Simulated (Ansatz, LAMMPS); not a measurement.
# Charge trapping in glassy 76SiO2-9BaO-7SrO-4Li2O-4ZrO2 (mol %) (128 atoms), part 2 of 4

Aim: add and remove one electron in glassy 76SiO2-9BaO-7SrO-4Li2O-4ZrO2 (mol %) (128 atoms), with atoms held and relaxed, and read trapping energy and localisation.

Ansatz 0.2.0; Kohn-Sham DFT, PBE, PAW (set soft_2), plane waves.

The cell: 34 Si, 4 Ba, 3 Sr, 4 Li, 2 Zr and 81 O. The quench rate of 1000 K/ps is orders of magnitude faster than experiment. The network of bonds at the start is that of the classical potential that made the cell. The Brillouin zone is sampled at Γ only, in a cell whose shortest periodic width is 12 Å. Spin–orbit coupling is left out.

So far. Step 2 (Single point at the start): The r.m.s. force at the start is 0.87 eV/Å. Step 3 (Relaxation): The relaxation converged after 26 steps, 7.05 eV below its start, with a largest force component of 0.037 eV/Å.

## (4) Single point at the relaxed geometry

The electronic structure is read at the final geometry, in a run of its own.

File input.yaml:

```yaml
crystal:
  lattice:
    - [12.26924, 0.0, 0.0]
    - [0.0, 12.26924, 0.0]
    - [0.0, 0.0, 12.26924]
  atoms:
    - { symbol: Si, position: [0.69085, 0.10424, 0.49947] }
    - { symbol: Si, position: [0.71495, 0.42028, 0.62174] }
    - { symbol: Si, position: [0.54405, 0.48094, 0.79361] }
    - { symbol: Si, position: [0.32293, 0.82722, 0.17078] }
    - { symbol: Si, position: [0.75326, 0.79691, 0.21009] }
    - { symbol: Si, position: [0.20769, 0.8988, 0.76231] }
    [... 116 atom lines left out ...]
    - { symbol: O, position: [0.20826, 0.63785, 0.33672] }
    - { symbol: O, position: [0.66248, 0.84684, 0.29486] }
    - { symbol: O, position: [0.75585, 0.66522, 0.23165] }
    - { symbol: O, position: [0.43457, 0.24631, 0.81911] }
    - { symbol: O, position: [0.54656, 0.95567, 0.72124] }
    - { symbol: O, position: [0.27612, 0.14059, 0.91728] }
kpoints:
  mp_grid: { grid: [1, 1, 1] }
hamiltonian:
  xc: pbe
scf:
  occupations: { method: fixed }
output:
  forces: true
  stress: true
  populations: intrinsic
  dos:
    method: { smearing: { sigma: 0.15 } }
    de: 0.1
    projected: { site_lists: { Ba: [Ba], Li: [Li], O: [O], Si: [Si], Sr: [Sr] } }
  eigenvalues: true
  write_density: true
  write_potential: true
  volumetric_format: npy
```

The run is started by

```console
$ ansatz run input.yaml --threads 4 --pin off --max-ram 8192MiB --backend cpu --events-out ev --progress --plain --runs-dir out
```

Numbers of over 12 decimals in the logs are rounded to 6 here.

What it wrote:

```text
[...]
Crystal: 128 atoms, lattice volume = 1846.941 Å³
Basis set: ecut = 420 eV, 36137 PW (Γ), exchange–correlation on 180×180×180 points (8 copies of the dense FFT grid, shifted against one another)
Bands: 492, of which v1, the nominal top of the filled ones, is band 364 counted from 1 (363 counted from 0)
Symmetry: 1 space group operations
[...]
k-points: 1
[...]
SCF iter   1: F=—  HF=-111347.098597 eV  |F-HF|=—  |Δ(HF+E_count)|=         —  Δρ=2.02e-3  dr2=9.76e-2  ethr=1.77e-3  ⟨swp⟩=5.0  Hψ=1919  notcnv=0  defer=126
[...]
SCF iter   9: F=-111347.114958 eV  HF=-111347.114958 eV  |F-HF|=4.37e-9  |Δ(HF+E_count)|=   5.51e-8  Δρ=1.74e-6  dr2=5.79e-8  ethr=1.37e-11  ⟨swp⟩=23.0  Hψ=5686  notcnv=0
SCF 1 converged in 9 iterations: F = -111347.114958 eV  dr2 = 5.79e-8
[...]
WARN: The input density's exchange-correlation potential varies sharply where the density is thin. Do not read a vacuum level from v_tot or v_xc, or from such a field of the output density. On a cell that repeats whose density bears no net charge and no dipole along the vacuum's axis use v_es (v_loc + v_h of the components); [...]
SCF converged after 9 iterations
Free energy (F): -111347.114958 eV
[...]
Internal energy: -111347.114958 eV  (E = F + TS)
E sigma→0 (E₀):  -111347.114958 eV
Fermi energy:    4.217372 eV
[...]
--- Forces (eV/Å), atoms counted from 1 ---
  atom   1  Si    -0.01189827     0.01754263     0.01077009
  atom   2  Si     0.01711580     0.00168606     0.00520870
  atom   3  Si     0.00722912     0.00064440     0.00201121
  atom   4  Si    -0.01677112    -0.02288151     0.00813388
  atom   5  Si    -0.00825160     0.01022176    -0.00908781
  atom   6  Si     0.00132061    -0.02128699     0.00124123
  atom   7  Si     0.00558163    -0.00570812     0.01324201
  atom   8  Si    -0.03158079     0.02654558     0.02287167
  atom   9  Si     0.02432478     0.00636696     0.03710548
  atom  10  Si    -0.00976225     0.00607538    -0.00276970
  atom  11  Si    -0.00289208    -0.01039228    -0.00490715
  atom  12  Si    -0.01248753     0.00685909     0.01497015
  atom  13  Si     0.02474581     0.01388191     0.02485465
  atom  14  Si    -0.00575406     0.00683626     0.02152793
[...]
atom 127  O     -0.01586951     0.01098307    -0.00838812
  atom 128  O      0.00670038    -0.01300696     0.01791230
  max |Σ_I F_I| component: 1.31e-4 eV/Å
--- Stress (GPa, compression-positive) ---
       -0.116810       0.552121       0.959910
        0.552120       0.440430      -1.118639
        0.959911      -1.118640      -0.920977
  P = ⅓ Tr σ = -0.1991 GPa (-1.991 kbar)
--- Band table (eV) ---
[...]
--- intrinsic populations: 128 sites ---
  site symbol       q [e]
     0     Si      2.3606
     1     Si      2.3536
     2     Si      2.2506
[...]
127      O      6.9334
  spilling = 0.000000 (of n_electrons = 728.000000)
```

It took 27 s on 4 threads of Intel Xeon Platinum 8488C (Sapphire Rapids), shared host; peak memory 3 GiB; 1.7 min of CPU time.

The program notes that the exchange-correlation potential is rough where the density is thin.

Numbers from this run:

- free energy: -111347.1150 eV
- free energy per atom: -869.8993 eV/atom
- SCF cycles: 9
- pressure: -0.1991 GPa
- r.m.s. force component: 0.01076 eV/Å
- longest force: 0.04717 eV/Å
- Fermi energy: 4.217 eV
- gap (highest filled to lowest empty level): 3.562 eV

Intrinsic-atomic-orbital charges by element:

| element | coordination | atoms | mean charge (e) | spread | least | most |
| --- | --- | --- | --- | --- | --- | --- |
| Ba | all | 4 | 1.86 | 0.0071 | 1.86 | 1.87 |
| Li | all | 4 | 0.784 | 0.0089 | 0.775 | 0.798 |
| O | all | 81 | -0.942 | 0.0945 | -1.19 | -0.754 |
| Si | all | 34 | 1.68 | 0.0495 | 1.58 | 1.77 |
| Sr | all | 3 | 1.82 | 0.0156 | 1.80 | 1.84 |
| Zr | all | 2 | 1.56 | 0.0418 | 1.51 | 1.60 |

States in the cell by windows of 1 eV, zero at the Fermi level; the larger projections on atomic orbitals stand beside the total:

| from (eV) | to (eV) | total | O p | Si p |
| --- | --- | --- | --- | --- |
| -10 | -9 | 16.4 | 10.8 | 1.0 |
| -9 | -8 | 19.4 | 13.3 | 1.9 |
| -8 | -7 | 24.8 | 18.1 | 3.7 |
| -7 | -6 | 40.6 | 31.2 | 7.8 |
| -6 | -5 | 26.6 | 20.1 | 3.2 |
| -5 | -4 | 71.9 | 59.5 | 6.0 |
| -4 | -3 | 89.0 | 79.5 | 3.6 |
| -3 | -2 | 90.9 | 84.4 | 2.0 |
| -2 | -1 | 72.6 | 68.4 | 1.5 |
| -1 | 0 | 27.0 | 25.5 | 0.6 |
| 0 | 1 | 1.2 | 1.1 | 0.1 |
| 1 | 3 | 0.0 | 0.0 | 0.0 |
| 3 | 4 | 2.8 | 0.1 | 0.1 |
| 4 | 5 | 17.9 | 1.9 | 1.3 |

With fixed occupations the program's Fermi level is the highest filled level; weight inside the gap is the broadening of levels at its edges.

Between -26 and -10 eV lie 216 more states.

About 33 of the 728 electrons lie in deeper levels, below the stored range.

Not all projections were asked for or kept, so they needn't add up to the total.

The levels nearest the highest filled one (over half full), pooled over k-points and spins:

| level less the highest filled one (eV) | occupation |
| --- | --- |
| -0.609 | 2 |
| -0.560 | 2 |
| -0.485 | 2 |
| -0.460 | 2 |
| -0.240 | 2 |
| 0 | 2 |
| 3.56 | 0 |
| 4.01 | 0 |
| 4.40 | 0 |
| 4.47 | 0 |
| 4.55 | 0 |
| 4.58 | 0 |

Valence density in the ab plane at fractional z = 0.508, with atoms of Si and Li and Zr and O within 0.2 Å of it. It is the smooth field of the valence electrons, not physical close to the nuclei.

Ten steps, logarithmic in the rise over the least value, from '0' (0.0 e/Å³) to '9' (6.3 e/Å³), each cell a mean:
```
35554211222333322111001233210000011
35553211112345543221000111100011222
68886310112345542211000000000124444
78887411123443321100000000000135545
68875311246753210000000011111123433
24555432357763100000000122211011111
12468764345542100000000122211000000
12579875333321000000000014531111100
22356654445431000000000038972222222
53222223578863100000000015742233455
65211113589973100000000001111223567
64211123478753100000122211111112466
32234444344431000012467642111101234
11357875322332100013799853110000011
22357875434554310013688753110000122
64334543234565420001344321111112467
86322211112444310000111111111124699
85321110001122100011232111112234689
43211111110011110124565321234444455
11112333321112211125776533468874322
00123445431112211123566433579985210
11233344432111110012334323467763100
24444333332211000000123344333321001
35664333333221110000012344321000001
```
Columns run along a (12.3 Å), rows up along b (12.3 Å). Atoms in or near the plane, at fractional coordinates: Si at (0.69, 0.10), Si at (0.27, 0.43), Li at (0.74, 0.63), Zr at (0.06, 0.85), O at (0.82, 0.14), O at (0.30, 0.56), O at (0.63, 0.42), O at (0.98, 0.29).

Electrostatic potential energy in the ab plane at fractional z = 0.508, with atoms of Si and Li and Zr and O within 0.2 Å of it. With pseudopotentials it is smooth inside the atoms' cores, unlike the true potential.

Values in eV, 13 rows by 16 columns, each cell a mean:
```
  1  -2   5   7   8   3   2   9  11  11  10  10  10  10  10   8
-32 -37  -6   7   7   0  -1   8  11  11  11  11  11  10   7   0
-24 -28  -3   7   0  -5   8  10  11  11  11  11  11  11   9   3
  5  -5 -14  -8  -8   2  10  10  11  11  11   9   9  10  10   8
  5  -1 -11 -20 -18   4  10  10  10  10   8 -10 -11   7   8   4
-13   5   7   3 -28 -20  10  10  10  10   8   2   2   8   1 -24
 -7   5   6  -4 -25  -7   9  10  11   7   2   8   9   9   2 -14
  6   2 -20 -21 -40 -13   7  10  10 -14 -28   4   7   9   7   6
 -3   4   3   3  -2  -1   6  10  10   9   6   8   9   8   6 -13
 -8   5   8   9   9   8   7   8  10  10  10  10   8   1  -6 -25
  8   8   5   7   8   6   4   6   9  -7  -6  -5  -3 -19  -4   5
  9   3 -25 -20   5   7   5   7   9   4 -28 -39 -13 -18   6   9
  7  -1 -14 -10   6   9   8   9  10   8  -4  -9   5   9  10  10
```
Columns run along a (12.3 Å; values clipped at the 3rd and 97th percentile), rows up along b (12.3 Å). Atoms in or near the plane, at fractional coordinates: Si at (0.69, 0.10), Si at (0.27, 0.43), Li at (0.74, 0.63), Zr at (0.06, 0.85), O at (0.82, 0.14), O at (0.30, 0.56), O at (0.63, 0.42), O at (0.98, 0.29).

Between filled and empty levels lie 3.56 eV (at Γ alone); a semilocal functional tends to put such gaps too low. In a disordered cell it changes from sample to sample, and tail or defect levels can set it. Mean intrinsic-atomic-orbital charges: Ba +1.86, Li +0.78, O -0.94, Si +1.68, Sr +1.82, Zr +1.56 e.

## (5) An extra electron, atoms held

The electron count changes by one with the atoms held: a vertical process, on a uniform background, with spin and a narrow Fermi–Dirac smearing. Its energy against the neutral cell hangs on the program's zero of potential.

File input.yaml:

```yaml
crystal:
  lattice:
    - [12.26924, 0.0, 0.0]
    - [0.0, 12.26924, 0.0]
    - [0.0, 0.0, 12.26924]
  atoms:
    [... the 128 atom lines of step 4 ...]
total_charge: -1
kpoints:
  mp_grid: { grid: [1, 1, 1] }
hamiltonian:
  xc: pbe
scf:
  occupations: { method: fermi_dirac, width: 0.01 }
  lower_state_search: "off"
output:
  forces: true
  stress: true
  populations: true
  dos:
    method: { smearing: { sigma: 0.1 } }
    de: 0.1
    projected: { site_lists: { Ba: [Ba], Li: [Li], O: [O], Si: [Si], Sr: [Sr] } }
  eigenvalues: true
  write_density: true
  write_potential: true
  volumetric_format: npy
magnetization:
  spin_polarized: true
  initial_magnetization: 1
```

What it wrote:

```text
[...]
Crystal: 128 atoms, lattice volume = 1846.941 Å³
Basis set: ecut = 420 eV, 36137 PW (Γ), exchange–correlation on 180×180×180 points (8 copies of the dense FFT grid, shifted against one another)
Bands: 493, of which v1, the nominal top of the filled ones, is band 365 counted from 1 (364 counted from 0)
Symmetry: 1 space group operations
[...]
k-points: 1
[...]
Starting moments: Σ|m| = 1 μB on 128 of 128 sites
[...]
SCF iter   1: F=—  HF=-111410.758506 eV  |F-HF|=—  |Δ(HF+E_count)|=         —  Δρ=4.64e-2 (↑4.61e-2 ↓4.64e-2)  dr2=2.22e2  dr2_m=6.50e-2  M=1.000 μB ∫|m|=1.044 μB  β_m=1.00  ethr=3.10e-3  ⟨swp⟩=8.0  Hψ=5474  notcnv=0  defer=199
[...]
spin=Collinear: Resta preconditioning applied to the charge; magnetization (m = ρ↑ − ρ↓) channel mixes plain (no charge-response kernel on spin).
SCF iter   2: F=—  HF=-111365.198407 eV  |F-HF|=—  |Δ(HF+E_count)|=         —  Δρ=2.49e-2 (↑2.48e-2 ↓2.49e-2)  dr2=8.45e1  dr2_m=3.48e-2  M=1.000 μB ∫|m|=1.079 μB  β_m=0.30  ethr=3.10e-3  ⟨swp⟩=3.0  Hψ=1854  notcnv=0  defer=240
[...]
SCF iter   8: F=—  HF=-111339.334481 eV  |F-HF|=—  |Δ(HF+E_count)|=   2.62e-2  Δρ=5.09e-4 (↑5.09e-4 ↓4.93e-4)  dr2=1.15e-2  dr2_m=1.79e-3  M=0.757 μB ∫|m|=0.791 μB  β_m=0.30  ethr=6.22e-6  ⟨swp⟩=5.5  Hψ=1504  notcnv=0  defer=244
[...]
spin-set hold released at iteration 8 (site moments contracting): the magnetisation degrees of freedom join the quasi-Newton model from the next iteration; the mixer history was flushed
SCF iter   9: F=—  HF=-111339.340207 eV  |F-HF|=—  |Δ(HF+E_count)|=   5.73e-3  Δρ=3.96e-4 (↑3.96e-4 ↓3.60e-4)  dr2=7.13e-3  dr2_m=1.05e-3  M=0.720 μB ∫|m|=0.753 μB  β_m=0.65  ethr=1.58e-6  ⟨swp⟩=3.0  Hψ=1372  notcnv=0  defer=244
SCF iter  10: F=—  HF=-111339.353218 eV  |F-HF|=—  |Δ(HF+E_count)|=   1.30e-2  Δρ=1.38e-4 (↑1.38e-4 ↓9.35e-5)  dr2=1.60e-3  dr2_m=1.30e-4  M=0.502 μB ∫|m|=0.531 μB  β_m=0.82  ethr=9.79e-7  ⟨swp⟩=4.5  Hψ=1508  notcnv=0  defer=244
[...]
SCF iter  18: F=-111339.361185 eV  HF=-111339.361185 eV  |F-HF|=1.78e-8  |Δ(HF+E_count)|=   1.94e-7  Δρ=6.99e-7 (↑6.42e-7 ↓6.99e-7)  dr2=1.92e-8  dr2_m=4.46e-9  M=0.002 μB ∫|m|=0.002 μB  β_m=0.92  ethr=1.37e-11  ⟨swp⟩=27.0  Hψ=10795  notcnv=0
SCF iter  19: F=-111339.361185 eV  HF=-111339.361185 eV  |F-HF|=9.87e-9  |Δ(HF+E_count)|=   4.65e-8  Δρ=5.10e-7 (↑5.10e-7 ↓5.02e-7)  dr2=1.61e-8  dr2_m=2.08e-10  M=0.000 μB ∫|m|=0.001 μB  ethr=2.63e-12  ⟨swp⟩=6.0  Hψ=5866  notcnv=0
WARN: the starting moments were not kept: the SCF closed with an absolute magnetisation of 5.3e-4 μB, where they sum to 1 μB in size (128 sites). That is at most 0.1 of that sum. Measured as dr2_m measures the in/out step, that magnetisation stands 8.7e-10 eV from none, [...]
SCF 1 converged in 19 iterations: F = -111339.361185 eV  dr2 = 1.61e-8
[...]
SCF converged after 19 iterations
Magnetization: 0.0005 μB (364.5002 up, 364.4998 down)
Absolute magnetization: 0.0005 μB (∫|ρ↑−ρ↓|, with the PAW one-centre terms)
[...]
Per-site moments (μB) at R_I (Å): [(4.4621326333020743e-7, 0.657355), (2.720882685180882e-7, 0.647774), (5.422121973171518e-7, 0.664638), (3.809595725491439e-7, 0.664031), (2.9760549344604743e-7, 0.655264), [...]
Free energy (F): -111339.361185 eV
[...]
Internal energy: -111339.347322 eV  (E = F + TS)
E sigma→0 (E₀):  -111339.354254 eV
Entropy (-TS):   -0.013863 eV (-0.108 meV/atom)
Fermi energy:    7.754480 eV
[...]
Σ components = -111339.361185   (vs F -111339.361185, Δ=0.00e0)
--- Forces (eV/Å), atoms counted from 1 ---
  atom   1  Si     0.03595979     0.02263177    -0.03712938
  atom   2  Si     0.08491140     0.00261808     0.00243191
  atom   3  Si    -0.03740269     0.02306555    -0.02880439
  atom   4  Si    -0.02464762    -0.04200015    -0.00719338
[...]
atom 128  O      0.03352825    -0.02038178    -0.00088489
  max |Σ_I F_I| component: 6.30e-5 eV/Å
--- Stress (GPa, compression-positive) ---
        0.063113       0.519532       0.936349
        0.519531       0.586200      -1.103712
        0.936350      -1.103713      -0.715436
  P = ⅓ Tr σ = -0.0220 GPa (-0.220 kbar)
--- Band table (eV) ---
[...]
--- Löwdin populations: 128 sites ---
  site symbol       q [e]    m [muB]
     0     Si      2.3456     0.0000
     1     Si      2.3393     0.0000
     2     Si      2.2400     0.0000
[...]
127      O      6.8346     0.0000
  spilling = 0.013016 (of n_electrons = 729.000000)
```

Wall time 87 s (4 threads); peak memory 5 GiB; 5.5 min of CPU time.

The program notes that starting moments were not kept.

An extra electron, atoms held: the energy stands 7.75 eV above that of the reference. An odd electron should give 1 μB; this run ended with the carrier shared between both spins.

The levels nearest the highest filled one (over half full), pooled over k-points and spins:

| level less the highest filled one (eV) | occupation |
| --- | --- |
| -3.59 | 1 |
| -3.59 | 1 |
| 0 | 0.5 |
| 0 | 0.5 |
| 0.473 | 0 |
| 0.473 | 0 |
| 0.864 | 0 |
| 0.864 | 0 |

## (6) An extra electron, atoms relaxed

The atoms now respond to the charge; the energy gained comes from screening by the atoms, from trapping if the charge localises, and from any strain left in the reference.

input.yaml, the sections that differ from step 5:

```yaml
output:
  forces: true
relax:
  f_tol: 0.05
  max_steps: 90
# crystal, total_charge, kpoints, hamiltonian, scf, magnetization: as in step 5
```

What it wrote:

```text
[...]
Crystal: 128 atoms, lattice volume = 1846.941 Å³
Basis set: ecut = 420 eV, 36137 PW (Γ), exchange–correlation on 180×180×180 points (8 copies of the dense FFT grid, shifted against one another)
Bands: 493, of which v1, the nominal top of the filled ones, is band 365 counted from 1 (364 counted from 0)
Symmetry: 1 space group operations
[...]
k-points: 1
[...]
Starting moments: Σ|m| = 1 μB on 128 of 128 sites
[...]
SCF iter   1: F=—  HF=-111410.758506 eV  |F-HF|=—  |Δ(HF+E_count)|=         —  Δρ=4.64e-2 (↑4.61e-2 ↓4.64e-2)  dr2=2.22e2  dr2_m=6.50e-2  M=1.000 μB ∫|m|=1.044 μB  β_m=1.00  ethr=3.10e-3  ⟨swp⟩=8.0  Hψ=5474  notcnv=0  defer=199
[...]
SCF iter  16: F=-111339.361184 eV  HF=-111339.361184 eV  |F-HF|=9.77e-8  |Δ(HF+E_count)|=   4.14e-6  Δρ=3.59e-6 (↑3.59e-6 ↓3.57e-6)  dr2=5.56e-7  dr2_m=7.58e-8  M=0.010 μB ∫|m|=0.010 μB  ethr=1.32e-10  ⟨swp⟩=1.0  Hψ=2912  notcnv=0
[...]
SCF 1 converged in 16 iterations: F = -111339.361184 eV  dr2 = 5.56e-7
[...]
relax step   1: F+E_penalty+E_count = -111339.36118428 eV  Δ(F+E_penalty+E_count) = +0.000e0 eV  max|allowed force component| = 1.234e-1 eV/Å  Δτ_max = 0.0000 Å  (16 SCF iters, dr2 threshold 6.25e-5 eV, accepted)
[...]
relax step   2: F+E_penalty+E_count = -111339.35797493 eV  Δ(F+E_penalty+E_count) = +3.209e-3 eV  max|allowed force component| = 1.620e-1 eV/Å  Δτ_max = 0.0808 Å  (25 SCF iters, rejected (line search))
[...]
relax step   3: F+E_penalty+E_count = -111339.37195193 eV  Δ(F+E_penalty+E_count) = -1.077e-2 eV  max|allowed force component| = 6.916e-2 eV/Å  Δτ_max = 0.0394 Å  (16 SCF iters, accepted)
[...]
relax step   4: F+E_penalty+E_count = -111339.37175999 eV  Δ(F+E_penalty+E_count) = +1.919e-4 eV  max|allowed force component| = 1.091e-1 eV/Å  Δτ_max = 0.0496 Å  (16 SCF iters, rejected (line search))
[...]
relax step   5: F+E_penalty+E_count = -111339.37686383 eV  Δ(F+E_penalty+E_count) = -4.912e-3 eV  max|allowed force component| = 3.038e-2 eV/Å  Δτ_max = 0.0242 Å  (14 SCF iters, accepted)
SCF converged after 14 iterations
Magnetization: -0.0000 μB (364.5000 up, 364.5000 down)
Absolute magnetization: 0.0000 μB (∫|ρ↑−ρ↓|, with the PAW one-centre terms)
[...]
Per-site moments (μB) at R_I (Å): [(-1.0736839228374634e-9, 0.657912), (-7.658504722786672e-10, 0.647658), (-1.2389658474310287e-9, 0.665164), (-7.09895892453229e-10, 0.664302), (-9.95953643250716e-10, [...]
Free energy (F): -111339.376864 eV
[...]
Internal energy: -111339.363001 eV  (E = F + TS)
E sigma→0 (E₀):  -111339.369932 eV
Entropy (-TS):   -0.013863 eV (-0.108 meV/atom)
Fermi energy:    7.726924 eV
[...]
--- Forces (eV/Å), atoms counted from 1 ---
  atom   1  Si    -0.00950772    -0.00826323     0.00280510
  atom   2  Si    -0.01117484    -0.00020020    -0.00637210
  atom   3  Si     0.00307074     0.00044566     0.00752974
  atom   4  Si    -0.00690001     0.00141352     0.00248822
  atom   5  Si     0.00667876     0.00677861     0.00763241
  atom   6  Si     0.00479034     0.01619990    -0.01314335
  atom   7  Si     0.01002178     0.00827913    -0.00555376
  atom   8  Si    -0.01159117    -0.00096417     0.00082224
  atom   9  Si    -0.01823998     0.01386774    -0.00248414
  atom  10  Si    -0.00048040     0.00262746    -0.00940078
  atom  11  Si    -0.02279593     0.01241303     0.00397214
  atom  12  Si     0.00359704     0.00740486    -0.00183443
  atom  13  Si     0.00783169     0.00442156    -0.00917481
  atom  14  Si     0.01188653     0.01272973    -0.00341708
[...]
atom 127  O      0.00027309     0.01447955    -0.00498412
  atom 128  O      0.00528435    -0.00371585    -0.00288580
  max |Σ_I F_I| component: 1.95e-4 eV/Å
--- Relaxed structure (5 steps of the walk, 3 accepted, 0 SCFs on fresh bases) ---
  F+E_penalty+E_count = -111339.37686383 eV   max|allowed force component| = 3.038e-2 eV/Å
  atoms:
    - { symbol: Si, position: [0.690596, 0.104638, 0.499283] }
    - { symbol: Si, position: [0.714897, 0.420363, 0.621645] }
    - { symbol: Si, position: [0.543846, 0.480846, 0.793406] }
    - { symbol: Si, position: [0.323318, 0.827050, 0.170753] }
[...]
- { symbol: O, position: [0.276522, 0.140059, 0.916898] }
```

It took 4.1 min on 4 threads; peak memory 4.9 GiB; 16 min of CPU time.

The relaxation converged after 5 steps, 0.0157 eV below its start, with a largest force component of 0.030 eV/Å.

An extra electron, atoms relaxed: the energy stands 7.74 eV above that of the reference. An odd electron should give 1 μB; this run ended with the carrier shared between both spins.

(Continued in part 3 of 4.)

[Logs are printed without paths, hosts, clocks, repeated set-up lines and the standing remarks that a program may print on its own settings, such as how far it seeks lower states.]

[Hosts, paths, dates, database ids (printed as entryN), source tags and the programs' standing remarks are cut or masked in the printed files.]
